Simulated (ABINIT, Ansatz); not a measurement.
# SiC (P6_3mc): one start, several treatments of the self-energy

How much does the gap of SiC (P6_3mc) depend on the approximation to the self-energy?

Program: ABINIT 10.8.3. Level of theory: PBE and many-body steps on it, plane waves. Results are calculated unless marked as measured.

**The experiments to reproduce.**

- Gap 3.03 eV: indirect gap, experimental literature value; quoted from earlier experiment; bulk crystal (quoted in “Charge spill-out and work function of few-layer graphene on SiC(0001)”, 2018, arxiv:1806.04908).

- Gap 3.02 eV: band gap at cryogenic temperature; bulk crystal (literature value) (quoted in “Silicon carbide diodes for neutron detection”, 2020, arxiv:2009.14696).

- Gap 3 eV: optical absorption onset, approximate; UV-Vis-NIR transmission; bulk crystal (400 micron semi-insulating 6H-SiC wafer) (“Effects of energetic ion irradiation on WSe2/SiC heterostructures”, 2017, pmc:5482891).

This is a report of a sequence of runs, with most program output left out.

## Step 1: The starting structure

Symmetry: P6_3mc, No. 186, hexagonal system. The conventional cell has a = 3.077 Å, b = 3.077 Å, c = 15.098 Å, α = 90.00°, β = 90.00°, γ = 120.00°. Nearest to Si lie 4 C at 1.88 to 1.89 Å. Nearest to Si lie 4 C at 1.89 Å. Nearest to C lie 4 Si at 1.88 to 1.89 Å. C has 4 Si at 1.89 Å nearest. Farther neighbours are not listed.

The cell and positions are those that the Materials Project relaxed with its own functionals (PBE, PBE+U or r2SCAN), kept fixed.

## Step 2: Empty states on the mesh, 6×6×1 mesh, 898 bands

This step: ABINIT 10.8.3; DFT, PBE, plane waves, norm-conserving pseudopotentials.

The sums over transitions need many empty states on a uniform mesh; this step solves for them.

run.abi

```
acell 3*1.0 Angstrom
rprim 
  3.076621010229 -0.000000000007 0.000000000000
  -1.538310505109 2.664431952678 0.000000000000
  0.000000000000 0.000000000000 15.098084320000
ntypat 2
znucl 14 6
natom 12
typat 1 1 1 1 1 1 2 2 2 2 2 2
xred 
  0.333333333333 0.666666666667 0.832986150000
  0.666666666667 0.333333333333 0.332986150000
  0.666666666667 0.333333333333 0.666500600000
  0.333333333333 0.666666666667 0.166500600000
  0.000000000000 0.000000000000 0.499729420000
  0.000000000000 0.000000000000 0.999729420000
  0.000000000000 0.000000000000 0.874366410000
  0.000000000000 0.000000000000 0.374366410000
  0.333333333333 0.666666666667 0.707996780000
  0.666666666667 0.333333333333 0.207996780000
  0.666666666667 0.333333333333 0.541521640000
  0.333333333333 0.666666666667 0.041521640000
pp_dirpath "pseudos"
pseudos "Si.upf, C.upf"
ecut 37
ngkpt 6 6 1
nshiftk 1
shiftk 0 0 0
kptopt 1
chksymbreak 0
iscf -2
irdden 1
istwfk *1
nband 898
nbdbuf 80
tolwfr 1e-09
nstep 60
prtvol 0
indata_prefix "in"
outdata_prefix "out"
tmpdata_prefix "tmp"
```

Run with:

```sh
$ OMP_NUM_THREADS=1 mpirun -n 16 abinit run.abi > log
```

The job ended after 21 min (16 MPI ranks of AMD EPYC 7R43, shared host; peak memory 2.5 GiB).

This step gave:

```yaml
gap: 2.027 eV
k_of_the_valence_top: 0, 0, 0
k_of_the_conduction_bottom: 0.5, 0, 0
least_direct_gap: 3.130 eV
k_points_computed: 7
lowest_point_of_the_top_converged_band_above_the_valence_top: 181.4774 eV
```

On this mesh the gap is 2.027 eV.

The density comes from a self-consistent run that is not shown.

## Step 3: Screening, 6×6×1 mesh, 348 bands, screening to 176.9 eV

The RPA dielectric matrix is built and inverted for each q.

This step: RPA screening on PBE, plane waves, norm-conserving pseudopotentials.

Changes to run.abi since step 2:

```diff
@@ -30,10 +30,11 @@
 chksymbreak 0
-iscf -2
-irdden 1
 istwfk *1
-nband 898
-nbdbuf 80
-tolwfr 1e-09
-nstep 60
-prtvol 0
+occopt 1
+irdwfk 1
+optdriver 3
+nband 348
+ecuteps 6.5
+inclvkb 2
+awtr 1
+symchi 1
 indata_prefix "in"
```

It took 2 min on 16 MPI ranks; peak memory 7.5 GiB; 31 min of CPU time.

Numbers from this step:

```yaml
eps_infinity_with_local_fields_on_this_mesh_along_the_program_s_q_direction: 6.959
the_same_without_local_fields: 7.614
plasma_frequency: 23.12 eV
plane_waves_in_the_screening_matrix: 675
```

Local fields lower ε∞ by 9 %. On a Γ-centred mesh this coarse the value itself is usually too large, while a short band sum pulls it down.

## Step 4: G0W0, Godby-Needs plasmon pole

The self-energy is evaluated for the states that the input lists, and the levels follow from it, in one-shot runs by the linearised quasiparticle equation.

This step: G0W0 on PBE, plane waves, norm-conserving pseudopotentials.

Changes to run.abi since step 3:

```diff
@@ -33,8 +33,17 @@
 irdwfk 1
-optdriver 3
+optdriver 4
 nband 348
+gwcalctyp 0
+ecutsigx 37
+symsigma 1
+nkptgw 2
+kptgw 
+  0.0000000000 0.0000000000 0.0000000000
+  0.5000000000 0.0000000000 0.0000000000
+bdgw 
+  23 26
+  23 26
 ecuteps 6.5
-inclvkb 2
-awtr 1
-symchi 1
+irdscr 1
+ppmodel 1
 indata_prefix "in"
```

Elapsed: 42 s, on 16 MPI ranks; peak memory 7.1 GiB.

This step gave:

```
G0W0 gap on the points computed              : 2.712 eV
starting gap on the mesh                     : 2.027 eV
k of the valence top                         : 0, 0, 0
k of the conduction bottom                   : 0.5, 0, 0
Z at the valence top                         : 0.793
Z at the conduction bottom                   : 0.817
least direct G0W0 gap on the computed points : 3.960 eV
```

The gap on the mesh goes from 2.03 eV to 2.71 eV, a correction of +0.69 eV.

## Step 5: G0W0, Hybertsen-Louie plasmon pole

Changes to run.abi since step 4:

```diff
@@ -47,3 +47,3 @@
 irdscr 1
-ppmodel 1
+ppmodel 2
 indata_prefix "in"
```

It took 71 s on 16 MPI ranks; peak memory 6.4 GiB.

This step gave:

```
G0W0 gap on the points computed              : 2.775 eV
starting gap on the mesh                     : 2.027 eV
k of the valence top                         : 0, 0, 0
k of the conduction bottom                   : 0.5, 0, 0
Z at the valence top                         : 0.817
Z at the conduction bottom                   : 0.836
least direct G0W0 gap on the computed points : 4.036 eV
```

Against G0W0 in ABINIT (6×6×1 mesh, 348 bands, screening to 176.9 eV, Godby-Needs plasmon pole), the gap moves by +0.063 eV.

## Step 6: G0W0, von der Linden-Horsch plasmon pole

Changes to run.abi since step 5:

```diff
@@ -47,3 +47,3 @@
 irdscr 1
-ppmodel 2
+ppmodel 3
 indata_prefix "in"
```

The job ended after 52 s (16 MPI ranks; peak memory 5.5 GiB; 14 min of CPU time).

Numbers from this step:

* G0W0 gap on the points computed: 2.677 eV
* starting gap on the mesh: 2.027 eV
* k of the valence top: 0, 0, 0
* k of the conduction bottom: 0.5, 0, 0
* least direct G0W0 gap on the computed points: 3.956 eV

Against G0W0 in ABINIT (6×6×1 mesh, 348 bands, screening to 176.9 eV, Godby-Needs plasmon pole), the gap moves by −0.035 eV.

## Step 7: One-shot COHSEX

This step: one-shot COHSEX on PBE, plane waves, norm-conserving pseudopotentials.

Changes to run.abi since step 6:

```diff
@@ -35,3 +35,3 @@
 nband 348
-gwcalctyp 0
+gwcalctyp 7
 ecutsigx 37
@@ -47,3 +47,2 @@
 irdscr 1
-ppmodel 3
 indata_prefix "in"
```

Run time: 13 s. Hardware: 16 MPI ranks; peak memory 2.5 GiB.

Numbers from this step:

| Quantity | Value |
| --- | --- |
| quasiparticle gap on the points computed | 3.732 eV |
| starting gap on the mesh | 2.027 eV |
| k of the valence top | 0, 0, 0 |
| k of the conduction bottom | 0.5, 0, 0 |
| least direct quasiparticle gap on the computed points | 4.962 eV |

Against G0W0 in ABINIT (6×6×1 mesh, 348 bands, screening to 176.9 eV, Godby-Needs plasmon pole), the gap moves by +1.020 eV.

## Step 8: One-shot Hartree-Fock

This step: one-shot Hartree-Fock on PBE, plane waves, norm-conserving pseudopotentials.

Changes to run.abi since step 7:

```diff
@@ -34,4 +34,4 @@
 optdriver 4
-nband 348
-gwcalctyp 7
+nband 28
+gwcalctyp 5
 ecutsigx 37
@@ -45,4 +45,4 @@
   23 26
-ecuteps 6.5
-irdscr 1
+ixc_sigma 40
+fftgw 31
 indata_prefix "in"
```

Elapsed: 12 s, on 16 MPI ranks; peak memory 2.2 GiB.

This step gave:

```
quasiparticle gap on the points computed              : 8.859 eV
starting gap on the mesh                              : 2.027 eV
k of the valence top                                  : 0, 0, 0
k of the conduction bottom                            : 0.5, 0, 0
least direct quasiparticle gap on the computed points : 10.43 eV
```

Against G0W0 in ABINIT (6×6×1 mesh, 348 bands, screening to 176.9 eV, Godby-Needs plasmon pole), the gap moves by +6.147 eV.

## Step 9: Screening, 6×6×1 mesh, 348 bands, screening to 176.9 eV

This step: RPA screening on PBE, plane waves, norm-conserving pseudopotentials.

Changes to run.abi since step 8:

```diff
@@ -33,16 +33,14 @@
 irdwfk 1
-optdriver 4
-nband 28
-gwcalctyp 5
-ecutsigx 37
-symsigma 1
-nkptgw 2
-kptgw 
-  0.0000000000 0.0000000000 0.0000000000
-  0.5000000000 0.0000000000 0.0000000000
-bdgw 
-  23 26
-  23 26
-ixc_sigma 40
-fftgw 31
+optdriver 3
+nband 348
+ecuteps 6.5
+inclvkb 2
+awtr 1
+symchi 1
+gwcalctyp 2
+nfreqre 16
+freqremax 40 eV
+nfreqim 8
+spmeth 1
+nomegasf 120
 indata_prefix "in"
```

Elapsed: 8.8 min, on 16 MPI ranks; peak memory 12 GiB; 2.3 h of CPU time.

Numbers from this step:

* ε∞ with local fields, on this mesh, along the program's q direction: 6.993
* the same without local fields: 7.654
* plasma frequency: 23.12 eV
* plane waves in the screening matrix: 675

## Step 10: G0W0, contour deformation

This step: G0W0 on PBE, plane waves, norm-conserving pseudopotentials.

Changes to run.abi since step 9:

```diff
@@ -33,14 +33,17 @@
 irdwfk 1
-optdriver 3
+optdriver 4
 nband 348
+gwcalctyp 2
+ecutsigx 37
+symsigma 1
+nkptgw 2
+kptgw 
+  0.0000000000 0.0000000000 0.0000000000
+  0.5000000000 0.0000000000 0.0000000000
+bdgw 
+  23 26
+  23 26
 ecuteps 6.5
-inclvkb 2
-awtr 1
-symchi 1
-gwcalctyp 2
-nfreqre 16
-freqremax 40 eV
-nfreqim 8
-spmeth 1
-nomegasf 120
+irdscr 1
+gwmem 01
 indata_prefix "in"
```

Elapsed: 38 s, on 16 MPI ranks; peak memory 6.5 GiB; 10 min of CPU time.

Numbers from this step:

```yaml
g0w0_gap_on_the_points_computed: 2.769 eV
starting_gap_on_the_mesh: 2.027 eV
k_of_the_valence_top: 0, 0, 0
k_of_the_conduction_bottom: 0.5, 0, 0
least_direct_g0w0_gap_on_the_computed_points: 4.006 eV
```

Against G0W0 in ABINIT (6×6×1 mesh, 348 bands, screening to 176.9 eV, Godby-Needs plasmon pole), the gap moves by +0.057 eV.

## Step 11: The runs together

Times are wall times on 16 MPI ranks of AMD EPYC 7R43, shared host, good to a factor of about two. A run's time includes the screening step that it read.

```csv
run,mesh,bands,screening cutoff (eV),DFT gap (eV),gap on the mesh (eV),direct (eV),ε∞ used,time
"G0W0, Godby-Needs plasmon pole",6×6×1,348,176.9,2.027,2.712,3.960,6.96,2.7 min
"G0W0, Hybertsen-Louie plasmon pole",6×6×1,348,176.9,2.027,2.775,4.036,6.96,3.2 min
"G0W0, von der Linden-Horsch plasmon pole",6×6×1,348,176.9,2.027,2.677,3.956,6.96,2.8 min
one-shot COHSEX,6×6×1,348,176.9,2.027,3.732,4.962,6.96,2.2 min
one-shot Hartree-Fock,6×6×1,-,-,2.027,8.859,10.426,-,12 s
"G0W0, contour deformation",6×6×1,348,176.9,2.027,2.769,4.006,6.99,9.4 min
```

## Step 12: Results

- G0W0, Godby-Needs plasmon pole: 2.712 eV
- G0W0, Hybertsen-Louie plasmon pole: 2.775 eV
- G0W0, von der Linden-Horsch plasmon pole: 2.677 eV
- one-shot COHSEX: 3.732 eV
- one-shot Hartree-Fock: 8.859 eV
- G0W0, contour deformation: 2.769 eV
- known limits: not at the basis limit; coarse k mesh

**Reading.** G0W0, Hybertsen-Louie plasmon pole: +0.063 eV against G0W0, Godby-Needs plasmon pole. G0W0, von der Linden-Horsch plasmon pole: −0.035 eV against G0W0, Godby-Needs plasmon pole. One-shot COHSEX: +1.020 eV against G0W0, Godby-Needs plasmon pole. One-shot Hartree-Fock: +6.147 eV against G0W0, Godby-Needs plasmon pole. G0W0, contour deformation: +0.057 eV against G0W0, Godby-Needs plasmon pole. Bare exchange alone opens the gap to 8.86 eV; against G0W0, correlation takes back 6.15 eV. Static COHSEX lies above G0W0: it lacks the factor Z and overstates the Coulomb hole of the filled states. Against experiment, by G0W0, Godby-Needs plasmon pole: the gap of 2.71 eV lies −0.32 eV from the measured 3.03 eV (indirect, quoted 2018); the gap of 2.71 eV lies −0.31 eV from the measured 3.02 eV (kind not stated, quoted 2020); the gap of 2.71 eV lies −0.29 eV from the measured 3 eV (optical, 2017). An exciton line or allowed optical edge lies below the quasiparticle gap by the binding energy; a forbidden edge can push the onset above it. These are gaps on the mesh, at modest bands and cutoff. The calculation has static nuclei and no excitons; a measured gap holds zero-point and thermal motion, which mostly lowers it. Bands and cutoff are finite, so the gap is not at the basis limit. The miss can reach some tenths of an eV and take either sign; the mesh is an error of its own. In the G0W0 runs levels were corrected at 2 k points alone, so a gap called «on the mesh» is the least over those, and an edge elsewhere would be missed. The 6×6×1 mesh is coarse for this cell, which bears on the long-range parts of exchange and screening.

[Paths, hosts, dates, memory and timing lines, banners, echoed tables and standing remarks are left out of the program output.]

[Logs are printed without paths, hosts, clocks, repeated set-up lines and the standing remarks that a program may print on its own settings, such as how far it seeks lower states.]

[Runs of the session that timed out or met a known fault of the program may be left out.]

[Hosts, paths, dates, database ids (printed as entryN), source tags and the programs' standing remarks are cut or masked in the printed files.]

[G0W0 gaps are taken among the corrected bands and points alone; a level outside them can change the order at an edge.]

[Where Ansatz stands beside ABINIT at settings called matched, ABINIT's density can come from a denser mesh and the files from another edition; pairs whose starting gaps differed by over 0.03 eV were left out, so agreement reads better than it is.]
